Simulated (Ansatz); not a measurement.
# Sc2C monolayer: the cell at rest

Aim: bring Sc2C monolayer to small forces and stress, as phonons need.

Main program and level: Ansatz 0.2.0; DFT PBEsol, scalar-relativistic, plane waves, PAW; PAW set soft_1.

### Step 1. The starting structure

The cell holds 3 atoms: 1 C and 2 Sc. Its edges and angles: a = 3.350 Å, b = 3.350 Å, c = 20.000 Å, α = 90.0°, β = 90.0°, γ = 120.0°. It derives from Sc2C. Vacuum lies along c.

### Step 2. Probe on a coarse mesh

First a cheap look: the gap decides the mesh and the occupations, the pressure tells how far the cell has to move.

The program solves this slab on a cell height of its own, 28.6 Å, in place of the one typed.

The input, input.yaml:

```yaml
crystal:
  lattice:
    - [3.35, 0.0, 0.0]
    - [-1.675, 2.90119, 0.0]
    - [0.0, 0.0, 20.0]
  atoms:
    - { symbol: C, position: [0.0, 0.0, 0.5] }
    - { symbol: Sc, position: [0.333333, 0.666667, 0.56] }
    - { symbol: Sc, position: [0.666667, 0.333333, 0.44] }
  periodic: [true, true, false]
kpoints:
  mp_grid: { grid: [6, 6, 1] }
hamiltonian:
  xc: pbesol
  pseudopotentials: { kind: paw, azcp: { folder: soft_1 }, xc_functional: pbe }
scf:
  occupations: { method: gaussian, width: 0.1 }
output:
  forces: true
  stress: true
  eigenvalues: true
```

Started as:

```console
$ ansatz run input.yaml --threads 8 --pin off --max-ram 16384MiB --backend cpu --events-out ev --progress --plain --runs-dir out
```

Numbers of over 12 decimals in the logs are rounded to 6 here.

The program printed:

```text
[...]
--- Band table (eV; the first three rows and the last of 7) ---
  k-point 0: bands = [... 9 lower, -8.3755, -5.7883, -5.7883, -5.1135, -4.3905, -2.6197, -2.5508, -2.5508]
  k-point 1: bands = [... 9 lower, -7.8786, -6.5763, -5.7345, -4.5676, -4.2141, -3.2095, -2.4943, -2.2546]
  k-point 2: bands = [... 9 lower, -7.5533, -6.6523, -5.7214, -4.2923, -3.9355, -3.7669, -1.9823, -1.8296]
  k-point 6: bands = [... 9 lower, -6.9445, -6.9445, -6.1006, -3.5659, -3.5659, -3.4792, -2.2305, -1.3939]
[key lines of the parts left out:]
SCF converged after 12 iterations
Free energy (F): -4469.582810 eV
Fermi energy:    -4.098484 eV
P = ½ c Tr σ = -2.6813 N/m
```

Elapsed: 0.76 s, on 8 threads of Arm Neoverse V2, shared host; peak memory 0.55 GiB.

This step gave:

```yaml
gap_on_the_k_mesh: 0 eV
area_per_atom: 3.24 Å²
```

The coarse mesh shows no gap.

### Step 3. Relaxation

The cell and atoms are relaxed, since residual forces and stress would shift the frequencies.

The program solves this slab on a cell height of its own, 28.6 Å, in place of the one typed.

input.yaml: that of step 2 with these lines changed.

```diff
@@ -11,3 +11,3 @@
 kpoints:
-  mp_grid: { grid: [6, 6, 1] }
+  mp_grid: { grid: [15, 15, 1] }
 hamiltonian:
@@ -21 +21,10 @@
   eigenvalues: true
+  write_density: true
+  write_potential: true
+  elf: true
+  volumetric_format: npy
+relax:
+  adjacent_minimum: "off"
+  f_tol: 0.005
+  max_steps: 80
+  cell: { stress_2d_tol: 0.02 }
```

The program printed:

```text
[...]
Crystal: 3 atoms, lattice volume = 277.963 Å³
Basis set: ecut = 420 eV, 5483 PW (Γ), exchange–correlation on 48×48×384 points (8 copies of the dense FFT grid, shifted against one another)
Bands: 17, of which v1, the nominal top of the filled ones, is band 13 counted from 1 (12 counted from 0)
Symmetry: 12 space group operations
[...]
k-points: 27 of 225
[...]
SCF iter   1: F=—  HF=-4476.237106 eV  |F-HF|=—  |Δ(HF+E_count)|=         —  Δρ=5.41e-2  dr2=2.93e1  ethr=3.10e-3  ⟨swp⟩=9.5  Hψ=3402  notcnv=0
[...]
SCF iter  14: F=-4469.594231 eV  HF=-4469.594231 eV  |F-HF|=1.15e-9  |Δ(HF+E_count)|=   6.56e-9  Δρ=3.23e-7  dr2=3.54e-10  ethr=1.31e-11  ⟨swp⟩=8.7  Hψ=3334  notcnv=0
SCF 1 converged in 14 iterations: F = -4469.594231 eV  dr2 = 3.54e-10
[...]
relax step   1: F+E_penalty+E_count = -4469.59423107 eV  Δ(F+E_penalty+E_count) = +0.000e0 eV  max|allowed force component| = 3.174e-1 eV/Å  Δτ_max = 0.0000 Å  P = -2.824 N/m  Ω = 277.963 Å³  fix = [c, alpha, beta]  reactions: c -0.000 N/m  (14 SCF iters, dr2 threshold 1.00e-7 eV, accepted)
Crystal: 3 atoms, lattice volume = 268.965 Å³
Basis set: ecut = 420 eV, 5363 PW (Γ), exchange–correlation on 48×48×384 points (8 copies of the dense FFT grid, shifted against one another)
[...]
iter 1 solved again at ethr=3.77e-4 eV; its pass at ethr=3.10e-3 eV (dr2=9.81e-2 eV) is discarded
[...]
SCF iter   7: F=-4469.627855 eV  HF=-4469.627855 eV  |F-HF|=1.66e-7  |Δ(HF+E_count)|=   4.12e-7  Δρ=6.31e-6  dr2=8.97e-8  ethr=1.15e-9  ⟨swp⟩=15.8  Hψ=5290  notcnv=0
SCF 2 converged in 7 iterations: F = -4469.627855 eV  dr2 = 8.97e-8
relax step   2: F+E_penalty+E_count = -4469.62785542 eV  Δ(F+E_penalty+E_count) = -3.362e-2 eV  max|allowed force component| = 1.149e-1 eV/Å  Δτ_max = 0.0092 Å  P = -0.276 N/m  Ω = 268.965 Å³  energy of the carried Pulay correction = +5.697e-4 eV  fix = [c, alpha, beta]  reactions: c -0.000 N/m  (7 SCF iters, dr2 threshold 3.00e-7 eV, accepted)
Crystal: 3 atoms, lattice volume = 264.267 Å³
Basis set: ecut = 420 eV, 5243 PW (Γ), exchange–correlation on 48×48×384 points (8 copies of the dense FFT grid, shifted against one another)
[...]
SCF iter   7: F=-4469.628880 eV  HF=-4469.628880 eV  |F-HF|=5.48e-8  |Δ(HF+E_count)|=   9.86e-8  Δρ=3.76e-6  dr2=4.78e-8  ethr=1.15e-9  ⟨swp⟩=17.2  Hψ=4748  notcnv=0
SCF 3 converged in 7 iterations: F = -4469.628880 eV  dr2 = 4.78e-8
relax step   3: F+E_penalty+E_count = -4469.62887985 eV  Δ(F+E_penalty+E_count) = -1.024e-3 eV  max|allowed force component| = 1.205e-1 eV/Å  Δτ_max = 0.0271 Å  P = +0.173 N/m  Ω = 264.267 Å³  energy of the carried Pulay correction = +8.748e-4 eV  fix = [c, alpha, beta]  reactions: c +0.000 N/m  (7 SCF iters, dr2 threshold 3.00e-7 eV, accepted)
[...]
relax step   4: F+E_penalty+E_count = -4469.63058203 eV  Δ(F+E_penalty+E_count) = -1.702e-3 eV  max|allowed force component| = 5.974e-3 eV/Å  Δτ_max = 0.0132 Å  P = -0.016 N/m  Ω = 266.376 Å³  energy of the carried Pulay correction = +7.372e-4 eV  fix = [c, alpha, beta]  reactions: c -0.000 N/m  (6 SCF iters, dr2 threshold 3.00e-7 eV, accepted)
[...]
relax step   5: F+E_penalty+E_count = -4469.63059736 eV  Δ(F+E_penalty+E_count) = -1.533e-5 eV  max|allowed force component| = 7.872e-5 eV/Å  Δτ_max = 0.0007 Å  P = -0.002 N/m  Ω = 266.246 Å³  energy of the carried Pulay correction = +7.456e-4 eV  fix = [c, alpha, beta]  reactions: c -0.000 N/m  (5 SCF iters, dr2 threshold 2.23e-9 eV, accepted)
[...]
SCF iter   1: F=—  HF=-4469.630021 eV  |F-HF|=—  |Δ(HF+E_count)|=         —  Δρ=2.40e-5  dr2=2.08e-7  ethr=1.28e-6  ⟨swp⟩=4.9  Hψ=4627  notcnv=0
eigensolver tolerance schedule: the retry pair's looser diagonalisation over-reported the residual by 1599.27 of it (diagonalisation noise at 1.94 of the residual, at the tolerance the schedule requests for it); recorded, not acted on — ethr = c·dr2/N_el stays at c = 1.0e-1
[...]
SCF iter   2: F=—  HF=-4469.630021 eV  |F-HF|=—  |Δ(HF+E_count)|=   3.51e-7  Δρ=6.43e-6  dr2=1.32e-7  ethr=7.99e-10  ⟨swp⟩=4.3  Hψ=1260  notcnv=0
[...]
SCF iter   6: F=-4469.630021 eV  HF=-4469.630021 eV  |F-HF|=1.36e-11  |Δ(HF+E_count)|=  3.91e-11  Δρ=1.09e-8  dr2=9.90e-13  ethr=1.00e-12  ⟨swp⟩=11.9  Hψ=2994  notcnv=0
SCF 6 converged in 6 iterations: F = -4469.630021 eV  dr2 = 9.90e-13
relax step   6: F+E_penalty+E_count = -4469.63002065 eV  Δ(F+E_penalty+E_count) = +5.767e-4 eV  max|allowed force component| = 1.262e-4 eV/Å  Δτ_max = 0.0000 Å  P = -0.014 N/m  Ω = 266.246 Å³  fix = [c, alpha, beta]  reactions: c -0.000 N/m  stress off target by 1.43e-2 N/m on what of the cell is left free  SCF on the basis re-selected at this cell (its energy is not comparable with the rows above)  (6 SCF iters)
basis re-selected at this cell: Δ(F+E_penalty+E_count) = +5.767e-4 eV, ΔP = -0.012 N/m vs the last step (what re-selecting the basis moved, of the pressure what is left beyond the Pulay correction that the steps carried, after the strain that the cell walked since its last selection, with what the two solves' SCF thresholds leave and, on support functions, any second-order correction that the steps lacked; it is no m [...]
SCF converged after 6 iterations
Free energy (F): -4469.630021 eV
[...]
Internal energy: -4469.613615 eV  (E = F + TS)
E sigma→0 (E₀):  -4469.621818 eV
Entropy (-TS):   -0.016406 eV (-5.469 meV/atom)
Fermi energy:    -4.140762 eV
[...]
--- Forces (eV/Å), atoms counted from 1 ---
  atom   1  C      0.00000000     0.00000000     0.00000000
  atom   2  Sc     0.00000000     0.00000000     0.00012623
  atom   3  Sc    -0.00000000    -0.00000000    -0.00012623
  max |Σ_I F_I| component: 3.70e-17 eV/Å
--- 2D stress c σ (N/m, compression-positive) ---
       -0.014260      -0.000000      -0.000000
       -0.000000      -0.014260       0.000000
       -0.000000       0.000000      -0.000000
  P = ½ c Tr σ = -0.0143 N/m
--- Band table (eV; the first three rows and the last of 27) ---
  k-point 0: bands = [... 9 lower, -8.5779, -5.8257, -5.8257, -5.2084, -4.4889, -2.7739, -2.5249, -2.5249]
  k-point 1: bands = [... 9 lower, -8.4876, -6.0462, -5.8133, -5.0402, -4.4632, -2.7540, -2.6511, -2.4657]
  k-point 2: bands = [... 9 lower, -8.2293, -6.4481, -5.7844, -4.7820, -4.3780, -3.0335, -2.6489, -2.3009]
  k-point 26: bands = [... 9 lower, -7.0746, -7.0746, -6.2294, -3.6102, -3.6102, -3.5329, -2.3114, -1.2668]
--- Relaxed structure (5 steps of the walk, 5 accepted, 1 SCFs on fresh bases) ---
  F+E_penalty+E_count = -4469.63002065 eV   max|allowed force component| = 1.262e-4 eV/Å   (the final SCF, on the basis selected at the relaxed cell)
  cell:  # Å, volume = 266.2464 Å³
    - [3.278638, 0.0, 0]
    - [-1.639319, 2.839384, 0]
    - [0, 0, 28.6]
  atoms:
    - { symbol: C, position: [0, 0, 0.349650] }
    - { symbol: Sc, position: [0.333333, 0.666667, 0.391798] }
    - { symbol: Sc, position: [0.666667, 0.333333, 0.307503] }
```

Run time: 8.9 s. Hardware: 8 threads; peak memory 0.78 GiB.

Step by step:

| step | energy less that of the first step (eV) | largest force component (eV/Å) | volume (Å³) |
| --- | --- | --- | --- |
| 1 | 0.0000 | 0.3174 | 277.96 |
| 2 | -0.0336 | 0.1149 | 268.97 |
| 3 | -0.0346 | 0.1205 | 264.27 |
| 4 | -0.0364 | 0.0060 | 266.38 |
| 5 | -0.0364 | 0.0001 | 266.25 |
| 6* | -0.0358 | 0.0001 | 266.25 |

Relaxation steps marked * repeat the geometry before them on a plane-wave basis chosen anew for their cell, so energy and pressure can jump there.

Forces are held to the 12 operations that the run works with; a distortion that breaks them can't arise in this run.

| cell as run | before | after | change |
| --- | --- | --- | --- |
| a (Å) | 3.350 | 3.279 | -2.1 % |
| b (Å) | 3.350 | 3.279 | -2.1 % |

Final coordinates:

```cif
data_structure
_symmetry_space_group_name_H-M 'P 1'
_symmetry_Int_Tables_number 1
_cell_length_a 3.2786
_cell_length_b 3.2786
_cell_length_c 28.6000
_cell_angle_alpha 90.000
_cell_angle_beta 90.000
_cell_angle_gamma 120.000
_cell_volume 266.25
loop_
_atom_site_label
_atom_site_type_symbol
_atom_site_fract_x
_atom_site_fract_y
_atom_site_fract_z
_atom_site_occupancy
C1 C 0.00000 0.00000 0.34965 1
Sc2 Sc 0.33333 0.66667 0.39180 1
Sc3 Sc 0.66667 0.33333 0.30750 1
```

Numbers from this step:

| Property | Result |
| --- | --- |
| area per atom | 3.103 Å² |

Electrostatic potential energy in the ac plane at fractional y = 0.000, with atoms of C within 0.2 Å of it. With pseudopotentials it is smooth inside the atoms' cores, unlike the true potential.

Values in eV, 24 rows by 14 columns, each cell a mean:
```
  0   0   0   0   0   0   0   0   0   0   0   0   0   0
  0   0   0   0   0   0   0   0   0   0   0   0   0   0
  0   0   0   0   0   0   0   0   0   0   0   0   0   0
  0   0   0   0   0   0   0   0   0   0   0   0   0   0
  0   0   0   0   0   0   0   0   0   0   0   0   0   0
  0   0   0   0   0   0   0   0   0   0   0   0   0   0
  0   0   0   0   0   0   0   0   0   0   0   0   0   0
  0   0   0   0   0   0   0   0   0   0   0   0   0   0
  0   0   0   0   0   0   0   0   0   0   0   0   0   0
  0   0   0   0   0   0   0   0   0   0   0   0   0   0
  0   0   0   0   0   0   0   0   0   0   0   0   0   0
  0   0   0   0   0   0   0   0   0   0   0   0   0   0
  0   0   0   0  -1  -1  -1  -1  -1  -1  -1   0   0   0
 -2  -2  -2  -3  -4  -4  -5  -5  -5  -4  -3  -3  -2  -2
 -4  -4  -4  -5  -7 -10 -12 -12 -12 -10  -7  -5  -4  -4
-12 -12 -12  -9  -5  -5  -5  -6  -5  -5  -6 -10 -12 -12
 -5  -5  -5  -5  -7 -10 -12 -12 -12 -10  -7  -5  -5  -5
 -2  -2  -2  -3  -4  -5  -5  -6  -5  -5  -4  -3  -2  -2
  0   0   0  -1  -1  -1  -1  -1  -1  -1  -1  -1   0   0
  0   0   0   0   0   0   0   0   0   0   0   0   0   0
  0   0   0   0   0   0   0   0   0   0   0   0   0   0
  0   0   0   0   0   0   0   0   0   0   0   0   0   0
  0   0   0   0   0   0   0   0   0   0   0   0   0   0
  0   0   0   0   0   0   0   0   0   0   0   0   0   0
```
Columns run along a (3.3 Å; values clipped at the 3rd and 97th percentile), rows up along c (28.6 Å). Atoms in or near the plane, at fractional coordinates: C at (0.00, 0.35).

ELF in the ac plane at fractional y = 0.000, with atoms of C within 0.2 Å of it. It is the smooth field of the valence electrons, not physical close to the nuclei.

Ten even steps from '0' (0.00) to '9' (0.78), each cell a mean:
```
00000000000000000
00000000000000000
00000000000000000
00000000000000000
00000000000000000
00000000000000000
00000000000000000
00000000000000000
00000000000000000
00000000000000000
00000000000000000
11111111111111111
66665555555555666
77653222112223567
88753112221113578
35899852112589985
88753211222123578
77643221111223467
66666555555556666
11111111111111111
00000000000000000
00000000000000000
00000000000000000
00000000000000000
```
Columns run along a (3.3 Å), rows up along c (28.6 Å). Atoms in or near the plane, at fractional coordinates: C at (0.00, 0.35).

Valence density in the ac plane at fractional y = 0.000, with atoms of C within 0.2 Å of it. It is the smooth field of the valence electrons, not physical close to the nuclei.

Values in e/Å³, 24 rows by 14 columns, each cell a mean:
```
0.0 0.0 0.0 0.0 0.0 0.0 0.0 0.0 0.0 0.0 0.0 0.0 0.0 0.0
0.0 0.0 0.0 0.0 0.0 0.0 0.0 0.0 0.0 0.0 0.0 0.0 0.0 0.0
0.0 0.0 0.0 0.0 0.0 0.0 0.0 0.0 0.0 0.0 0.0 0.0 0.0 0.0
0.0 0.0 0.0 0.0 0.0 0.0 0.0 0.0 0.0 0.0 0.0 0.0 0.0 0.0
0.0 0.0 0.0 0.0 0.0 0.0 0.0 0.0 0.0 0.0 0.0 0.0 0.0 0.0
0.0 0.0 0.0 0.0 0.0 0.0 0.0 0.0 0.0 0.0 0.0 0.0 0.0 0.0
0.0 0.0 0.0 0.0 0.0 0.0 0.0 0.0 0.0 0.0 0.0 0.0 0.0 0.0
0.0 0.0 0.0 0.0 0.0 0.0 0.0 0.0 0.0 0.0 0.0 0.0 0.0 0.0
0.0 0.0 0.0 0.0 0.0 0.0 0.0 0.0 0.0 0.0 0.0 0.0 0.0 0.0
0.0 0.0 0.0 0.0 0.0 0.0 0.0 0.0 0.0 0.0 0.0 0.0 0.0 0.0
0.0 0.0 0.0 0.0 0.0 0.0 0.0 0.0 0.0 0.0 0.0 0.0 0.0 0.0
0.0 0.0 0.0 0.0 0.0 0.0 0.0 0.0 0.0 0.0 0.0 0.0 0.0 0.0
0.0 0.0 0.0 0.0 0.0 0.0 0.0 0.0 0.0 0.0 0.0 0.0 0.0 0.0
0.0 0.0 0.0 0.0 0.0 0.1 0.1 0.1 0.1 0.1 0.0 0.0 0.0 0.0
0.3 0.3 0.3 0.2 0.2 0.2 0.3 0.3 0.3 0.2 0.2 0.2 0.3 0.3
1.5 1.4 1.2 0.7 0.4 0.3 0.2 0.2 0.2 0.3 0.5 0.8 1.2 1.5
0.4 0.4 0.3 0.3 0.2 0.3 0.3 0.3 0.3 0.2 0.2 0.3 0.3 0.4
0.1 0.1 0.1 0.1 0.1 0.1 0.1 0.1 0.1 0.1 0.1 0.1 0.1 0.1
0.0 0.0 0.0 0.0 0.0 0.0 0.0 0.0 0.0 0.0 0.0 0.0 0.0 0.0
0.0 0.0 0.0 0.0 0.0 0.0 0.0 0.0 0.0 0.0 0.0 0.0 0.0 0.0
0.0 0.0 0.0 0.0 0.0 0.0 0.0 0.0 0.0 0.0 0.0 0.0 0.0 0.0
0.0 0.0 0.0 0.0 0.0 0.0 0.0 0.0 0.0 0.0 0.0 0.0 0.0 0.0
0.0 0.0 0.0 0.0 0.0 0.0 0.0 0.0 0.0 0.0 0.0 0.0 0.0 0.0
0.0 0.0 0.0 0.0 0.0 0.0 0.0 0.0 0.0 0.0 0.0 0.0 0.0 0.0
```
Columns run along a (3.3 Å), rows up along c (28.6 Å). Atoms in or near the plane, at fractional coordinates: C at (0.00, 0.35).

(Continued in part 2 of 2.)

[Logs are printed without paths, hosts, clocks, repeated set-up lines and the standing remarks that a program may print on its own settings, such as how far it seeks lower states.]

[Hosts, paths, dates, database ids (printed as entryN), source tags and the programs' standing remarks are cut or masked in the printed files.]
